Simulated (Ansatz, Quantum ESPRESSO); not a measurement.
# Work function of Li(110), 5 layers, part 4 of 6

How much energy does it take to lift an electron out of Li(110), 5 layers, and how far do the settings matter?

Quantum ESPRESSO 7.5; plane-wave DFT, PBE, GBRV ultrasoft pseudopotentials; geometry and cross-check by Ansatz 0.2.0 with PAW datasets.

So far. Step 8 (SCF with pw.x: open boundaries by the effective …): The upper level is 3.179 eV against 3.179 eV from the periodic run.

### 9. Ground state: rev-vdW-DF2, GBRV ultrasoft

Next, another level on the same atoms.

Level of this step: plane-wave DFT, rev-vdW-DF2, GBRV ultrasoft pseudopotentials made under PBE (Quantum ESPRESSO 7.5). input_dft overrides the functional of the files.

gbrv-vdw-df2-b86r.in

```
&control
  prefix = 'gbrv-vdw-df2-b86r'
  outdir = './out'
  pseudo_dir = './pseudo'
  calculation = 'scf'
  tprnfor = .true.
/
&system
  ibrav = 0
  nat = 5
  ntyp = 1
  ecutwfc = 40
  ecutrho = 200
  input_dft = 'vdw-df2-b86r'
  occupations = 'smearing'
  smearing = 'mv'
  degauss = 0.02
/
&electrons
  conv_thr = 1e-07
  mixing_beta = 0.4
  electron_maxstep = 120
  mixing_mode = 'local-TF'
/
ATOMIC_SPECIES
  Li  6.9400  li_pbe_v1.4.uspp.F.UPF
CELL_PARAMETERS angstrom
  2.46780266630000 -1.74500000000000 0.00000000000000
  2.46780266630000 1.74500000000000 0.00000000000000
  0.00000000000000 0.00000000000000 25.87121066540000
ATOMIC_POSITIONS crystal
  Li  0.000000000000 0.000000000000 0.318190942631
  Li  0.500000000000 0.500000000000 0.407594962891
  Li  0.000000000000 0.000000000000 0.500000000000
  Li  0.500000000000 0.500000000000 0.592405093402
  Li  0.000000000000 0.000000000000 0.681809120084
K_POINTS automatic
  8 8 1 0 0 0
```

Launch:

```sh
> OMP_NUM_THREADS=1 mpirun -n 2 pw.x -nk 2 -in gbrv-vdw-df2-b86r.in > gbrv-vdw-df2-b86r.out
```

Output:

```text
[banner, memory and clock lines left out]
Program PWSCF v.7.5 starts
[citation notice left out]

[...]
Message from routine setup:
[...]
bravais-lattice index     =            0
     lattice parameter (alat)  =       5.7116  a.u.
     unit-cell volume          =    1503.6585 (a.u.)^3
     number of atoms/cell      =            5
     number of atomic types    =            1
     number of electrons       =        15.00
     number of Kohn-Sham states=           12
     kinetic-energy cutoff     =      40.0000  Ry
     charge density cutoff     =     200.0000  Ry
     scf convergence threshold =      1.0E-07
     mixing beta               =       0.4000
     number of iterations used =            8  local-TF  mixing
     Exchange-correlation= VDW-DF2-B86R
                           (   1   4  26   0   2   0   0)

[...]
PseudoPot. # 1 for Li read from file:
     ./pseudo/li_pbe_v1.4.uspp.F.UPF
     Pseudo is Ultrasoft, Zval =  3.0
     Generated by new atomic code, or converted to UPF format
     Using radial grid of  751 points,  5 beta functions with:
                l(1) =   0
                l(2) =   0
                l(3) =   0
                l(4) =   1
                l(5) =   1
     Q(r) pseudized with 10 coefficients,  rinner =    1.150   1.150   1.150

     atomic species   valence    mass     pseudopotential
     Li                3.00     6.94000     Li( 1.00)

      8 Sym. Ops., with inversion, found

[...]
number of k points=    21  Marzari-Vanderbilt smearing, width (Ry)=  0.0200
[...]
Dense  grid:    71779 G-vectors     FFT dimensions: (  25,  25, 225)

     Smooth grid:    51511 G-vectors     FFT dimensions: (  24,  24, 200)

     Initial potential from superposition of free atoms

     starting charge      12.7463, renormalised to      15.0000

     negative rho (up, down):  1.069E-04 0.000E+00

     %%%%%%%%%%%%%%%%%%%%%%%%%%%%%%%%%%%%%%%%%%%%%%%%%%%%%%%%%%%%%%%%%%%%%%%%
     %                                                                      %
     % You are using vdW-DF, which was implemented by the Thonhauser group. %
     % possible and the two reviews that describe the various versions:     %
     %                                                                      %
     %                                                                      %
     % If you are calculating stress with vdW-DF, please also cite:         %
     %                                                                      %
     %                                                                      %
     %%%%%%%%%%%%%%%%%%%%%%%%%%%%%%%%%%%%%%%%%%%%%%%%%%%%%%%%%%%%%%%%%%%%%%%%

     %%%%%%%%%%%%%%%%%%%%%%%%%%%%%%%%%%%%%%%%%%%%%%%%%%%%%%%%%%%%%%%%%%%%%%%%
     %                                                                      %
     %  vdW-DF NEWS:                                                        %
     %                                                                      %
     %  * vdW-DF3 is now available. DOI: 10.1021/acs.jctc.0c00471           %
     %    use with input_dft = 'vdW-DF3-opt1' or 'vdW-DF3-opt2'             %
     %                                                                      %
     %  * Unscreened and range-separated hybrid vdW-DF-cx functionals       %
     %    DOI: 10.1063/1.4986522 and 10.1088/1361-648X/ac2ad2               %
     %    use with input_dft = 'vdW-DF-cx0'    and 'vdW-DF-ahcx'            %
     %  * Unscreened and range-separated hybrid vdW-DF2-b86r functionals    %
     %    DOI: 10.1063/1.4986522 and DOI: 10.1103/PhysRevX.12.041003        %
     %    use with input_dft = 'vdW-DF2-br0' and 'vdW-DF2-ahbr'             %
     %                                                                      %
     %%%%%%%%%%%%%%%%%%%%%%%%%%%%%%%%%%%%%%%%%%%%%%%%%%%%%%%%%%%%%%%%%%%%%%%%

     Starting wfcs are   25 randomized atomic wfcs

     per-process dynamical memory:    55.6 Mb

     Self-consistent Calculation

     iteration #  1     ecut=    40.00 Ry     beta= 0.40
     Davidson diagonalization with overlap
     ethr =  1.00E-02,  avg # of iterations =  3.9

     negative rho (up, down):  2.220E-05 0.000E+00

     total energy              =     -72.62992961 Ry
     estimated scf accuracy    <       0.95021687 Ry

     iteration #  2     ecut=    40.00 Ry     beta= 0.40
[...]
negative rho (up, down):  2.526E-06 0.000E+00

[...]
total energy              =     -72.29741875 Ry
     estimated scf accuracy    <       0.53274582 Ry

     iteration #  3     ecut=    40.00 Ry     beta= 0.40
[...]
negative rho (up, down):  5.157E-08 0.000E+00

[...]
total energy              =     -72.32490546 Ry
     estimated scf accuracy    <       0.01727001 Ry

     iteration #  4     ecut=    40.00 Ry     beta= 0.40
[...]
total energy              =     -72.33824500 Ry
     estimated scf accuracy    <       0.00343855 Ry

     iteration #  5     ecut=    40.00 Ry     beta= 0.40
[...]
total energy              =     -72.33868195 Ry
     estimated scf accuracy    <       0.00065465 Ry

     iteration #  6     ecut=    40.00 Ry     beta= 0.40
[...]
total energy              =     -72.33857739 Ry
     estimated scf accuracy    <       0.00043852 Ry

[...]
iteration # 10     ecut=    40.00 Ry     beta= 0.40
[...]
total energy              =     -72.33856424 Ry
     estimated scf accuracy    <       0.00000930 Ry

     iteration # 11     ecut=    40.00 Ry     beta= 0.40
[...]
negative rho (up, down):  1.246E-07 0.000E+00

[...]
total energy              =     -72.33857905 Ry
     estimated scf accuracy    <       0.00000173 Ry

     iteration # 12     ecut=    40.00 Ry     beta= 0.40
[...]
negative rho (up, down):  2.951E-07 0.000E+00

[...]
total energy              =     -72.33858144 Ry
     estimated scf accuracy    <       0.00000080 Ry

     iteration # 13     ecut=    40.00 Ry     beta= 0.40
[...]
negative rho (up, down):  8.199E-06 0.000E+00

[...]
End of self-consistent calculation

          k = 0.0000 0.0000 0.0000 (  6429 PWs)   bands (ev):

   -48.1606 -48.1606 -47.6995 -47.6977 -47.6685  -4.6440  -4.2535  -3.4779
    -2.4492  -1.3875  -0.8109   1.3354

          k = 0.0765 0.1083 0.0000 (  6445 PWs)   bands (ev):

   -48.1595 -48.1594 -47.6980 -47.6965 -47.6676  -4.4289  -4.0389  -3.2607
    -2.2231  -1.1345  -0.5261   1.5922

[...]
the Fermi energy is    -1.2200 ev

!    total energy              =     -72.33858301 Ry
     estimated scf accuracy    <       0.00000002 Ry
     smearing contrib. (-TS)   =      -0.00041626 Ry
     internal energy E=F+TS    =     -72.33816675 Ry

     The total energy is F=E-TS. E is the sum of the following terms:
     one-electron contribution =    -275.22116097 Ry
     hartree contribution      =     130.32023541 Ry
     xc contribution           =     -16.83582777 Ry
     ewald contribution        =      89.39858658 Ry

     convergence has been achieved in  13 iterations

     Forces acting on atoms (cartesian axes, Ry/au):

     atom    1 type  1   force =     0.00000000    0.00000000   -0.00053160
     atom    2 type  1   force =     0.00000000    0.00000000    0.00020434
     atom    3 type  1   force =     0.00000000    0.00000000    0.00000000
     atom    4 type  1   force =     0.00000000    0.00000000   -0.00020434
     atom    5 type  1   force =     0.00000000    0.00000000    0.00053160

     Total force =     0.000805     Total SCF correction =     0.000119
     SCF correction compared to forces is large: reduce conv_thr to get better values

[...]
```

Wall time 73 s (2 MPI ranks of Intel Xeon Platinum 8559C (Emerald Rapids), shared host); peak memory 0.44 GiB.

Numbers from this step:

* free energy: -984.2166 eV
* Fermi energy: -1.22 eV

### 10. SCF with pw.x: vdW-DF-cx, GBRV ultrasoft

Level of this step: plane-wave DFT, vdW-DF-cx, GBRV ultrasoft pseudopotentials made under PBE (Quantum ESPRESSO 7.5). input_dft overrides the functional of the files.

gbrv-vdw-df-cx.in is the input of step 9 with these lines changed:

```diff
@@ -1,3 +1,3 @@
 &control
-  prefix = 'gbrv-vdw-df2-b86r'
+  prefix = 'gbrv-vdw-df-cx'
   outdir = './out'
@@ -13,3 +13,3 @@
   ecutrho = 200
-  input_dft = 'vdw-df2-b86r'
+  input_dft = 'vdw-df-cx'
   occupations = 'smearing'
```

Launch:

```sh
> OMP_NUM_THREADS=1 mpirun -n 2 pw.x -nk 2 -in gbrv-vdw-df-cx.in > gbrv-vdw-df-cx.out
```

Output:

```text
[banner, memory and clock lines left out]
Program PWSCF v.7.5 starts
[citation notice left out]

[...]
Message from routine setup:
[...]
bravais-lattice index     =            0
     lattice parameter (alat)  =       5.7116  a.u.
     unit-cell volume          =    1503.6585 (a.u.)^3
     number of atoms/cell      =            5
     number of atomic types    =            1
     number of electrons       =        15.00
     number of Kohn-Sham states=           12
     kinetic-energy cutoff     =      40.0000  Ry
     charge density cutoff     =     200.0000  Ry
     scf convergence threshold =      1.0E-07
     mixing beta               =       0.4000
     number of iterations used =            8  local-TF  mixing
     Exchange-correlation= VDW-DF-CX
                           (   1   4  27   0   1   0   0)

[...]
PseudoPot. # 1 for Li read from file:
     ./pseudo/li_pbe_v1.4.uspp.F.UPF
     Pseudo is Ultrasoft, Zval =  3.0
     Generated by new atomic code, or converted to UPF format
     Using radial grid of  751 points,  5 beta functions with:
                l(1) =   0
                l(2) =   0
                l(3) =   0
                l(4) =   1
                l(5) =   1
     Q(r) pseudized with 10 coefficients,  rinner =    1.150   1.150   1.150

     atomic species   valence    mass     pseudopotential
     Li                3.00     6.94000     Li( 1.00)

      8 Sym. Ops., with inversion, found

[...]
number of k points=    21  Marzari-Vanderbilt smearing, width (Ry)=  0.0200
[...]
Dense  grid:    71779 G-vectors     FFT dimensions: (  25,  25, 225)

     Smooth grid:    51511 G-vectors     FFT dimensions: (  24,  24, 200)

     Initial potential from superposition of free atoms

     starting charge      12.7463, renormalised to      15.0000

     negative rho (up, down):  1.069E-04 0.000E+00

     %%%%%%%%%%%%%%%%%%%%%%%%%%%%%%%%%%%%%%%%%%%%%%%%%%%%%%%%%%%%%%%%%%%%%%%%
     %                                                                      %
     % You are using vdW-DF, which was implemented by the Thonhauser group. %
     % possible and the two reviews that describe the various versions:     %
     %                                                                      %
     %                                                                      %
     % If you are calculating stress with vdW-DF, please also cite:         %
     %                                                                      %
     %                                                                      %
     %%%%%%%%%%%%%%%%%%%%%%%%%%%%%%%%%%%%%%%%%%%%%%%%%%%%%%%%%%%%%%%%%%%%%%%%

     %%%%%%%%%%%%%%%%%%%%%%%%%%%%%%%%%%%%%%%%%%%%%%%%%%%%%%%%%%%%%%%%%%%%%%%%
     %                                                                      %
     %  vdW-DF NEWS:                                                        %
     %                                                                      %
     %  * vdW-DF3 is now available. DOI: 10.1021/acs.jctc.0c00471           %
     %    use with input_dft = 'vdW-DF3-opt1' or 'vdW-DF3-opt2'             %
     %                                                                      %
     %  * Unscreened and range-separated hybrid vdW-DF-cx functionals       %
     %    DOI: 10.1063/1.4986522 and 10.1088/1361-648X/ac2ad2               %
     %    use with input_dft = 'vdW-DF-cx0'    and 'vdW-DF-ahcx'            %
     %  * Unscreened and range-separated hybrid vdW-DF2-b86r functionals    %
     %    DOI: 10.1063/1.4986522 and DOI: 10.1103/PhysRevX.12.041003        %
     %    use with input_dft = 'vdW-DF2-br0' and 'vdW-DF2-ahbr'             %
     %                                                                      %
     %%%%%%%%%%%%%%%%%%%%%%%%%%%%%%%%%%%%%%%%%%%%%%%%%%%%%%%%%%%%%%%%%%%%%%%%

     Starting wfcs are   25 randomized atomic wfcs

     per-process dynamical memory:    56.8 Mb

     Self-consistent Calculation

     iteration #  1     ecut=    40.00 Ry     beta= 0.40
     Davidson diagonalization with overlap
     ethr =  1.00E-02,  avg # of iterations =  4.0

     negative rho (up, down):  2.490E-05 0.000E+00

     total energy              =     -72.55399690 Ry
     estimated scf accuracy    <       0.92830732 Ry

     iteration #  2     ecut=    40.00 Ry     beta= 0.40
[...]
negative rho (up, down):  3.336E-06 0.000E+00

[...]
total energy              =     -72.22163012 Ry
     estimated scf accuracy    <       0.52510115 Ry

     iteration #  3     ecut=    40.00 Ry     beta= 0.40
[...]
negative rho (up, down):  2.701E-08 0.000E+00

[...]
total energy              =     -72.25165741 Ry
     estimated scf accuracy    <       0.01681286 Ry

     iteration #  4     ecut=    40.00 Ry     beta= 0.40
[...]
total energy              =     -72.26538655 Ry
     estimated scf accuracy    <       0.00325304 Ry

     iteration #  5     ecut=    40.00 Ry     beta= 0.40
[...]
total energy              =     -72.26560292 Ry
     estimated scf accuracy    <       0.00136900 Ry

     iteration #  6     ecut=    40.00 Ry     beta= 0.40
[...]
total energy              =     -72.26547515 Ry
     estimated scf accuracy    <       0.00040508 Ry

[...]
iteration # 11     ecut=    40.00 Ry     beta= 0.40
[...]
negative rho (up, down):  1.437E-08 0.000E+00

[...]
total energy              =     -72.26549056 Ry
     estimated scf accuracy    <       0.00000360 Ry

     iteration # 12     ecut=    40.00 Ry     beta= 0.40
[...]
negative rho (up, down):  1.029E-07 0.000E+00

[...]
total energy              =     -72.26549280 Ry
     estimated scf accuracy    <       0.00000041 Ry

     iteration # 13     ecut=    40.00 Ry     beta= 0.40
[...]
negative rho (up, down):  8.201E-06 0.000E+00

[...]
total energy              =     -72.26549308 Ry
     estimated scf accuracy    <       0.00000013 Ry

     iteration # 14     ecut=    40.00 Ry     beta= 0.40
[...]
negative rho (up, down):  7.165E-06 0.000E+00

[...]
End of self-consistent calculation

          k = 0.0000 0.0000 0.0000 (  6429 PWs)   bands (ev):

   -47.9646 -47.9646 -47.4918 -47.4899 -47.4639  -4.6385  -4.2419  -3.4553
    -2.4173  -1.3535  -0.7615   1.2266

          k = 0.0765 0.1083 0.0000 (  6445 PWs)   bands (ev):

   -47.9634 -47.9634 -47.4904 -47.4887 -47.4630  -4.4208  -4.0247  -3.2356
    -2.1890  -1.0991  -0.4761   1.4897

[...]
the Fermi energy is    -1.1728 ev

!    total energy              =     -72.26549343 Ry
     estimated scf accuracy    <       0.00000008 Ry
     smearing contrib. (-TS)   =      -0.00038430 Ry
     internal energy E=F+TS    =     -72.26510913 Ry

     The total energy is F=E-TS. E is the sum of the following terms:
     one-electron contribution =    -275.17890898 Ry
     hartree contribution      =     130.31087141 Ry
     xc contribution           =     -16.79565814 Ry
     ewald contribution        =      89.39858658 Ry

     convergence has been achieved in  14 iterations

     Forces acting on atoms (cartesian axes, Ry/au):

     atom    1 type  1   force =     0.00000000    0.00000000   -0.00233000
     atom    2 type  1   force =     0.00000000    0.00000000    0.00048176
     atom    3 type  1   force =     0.00000000    0.00000000    0.00000000
     atom    4 type  1   force =     0.00000000    0.00000000   -0.00048176
     atom    5 type  1   force =     0.00000000    0.00000000    0.00233000

     Total force =     0.003365     Total SCF correction =     0.000444
     SCF correction compared to forces is large: reduce conv_thr to get better values

[...]
```

Wall time 80 s (2 MPI ranks); peak memory 0.3 GiB.

Read from the output:

```
free energy  : -983.2221 eV
Fermi energy : -1.173 eV
```

[end of part 4 of 6]

[Logs are printed without paths, hosts, clocks, repeated set-up lines and the standing remarks that a program may print on its own settings, such as how far it seeks lower states.]

[Hosts, paths, dates, database ids (printed as entryN), source tags and the programs' standing remarks are cut or masked in the printed files.]

[Maps of the electrostatic potential energy from Ansatz leave out the sawtooth potential of an applied field or a dipole correction, so their vacuum need not be flat; planar profiles and work functions include it.]
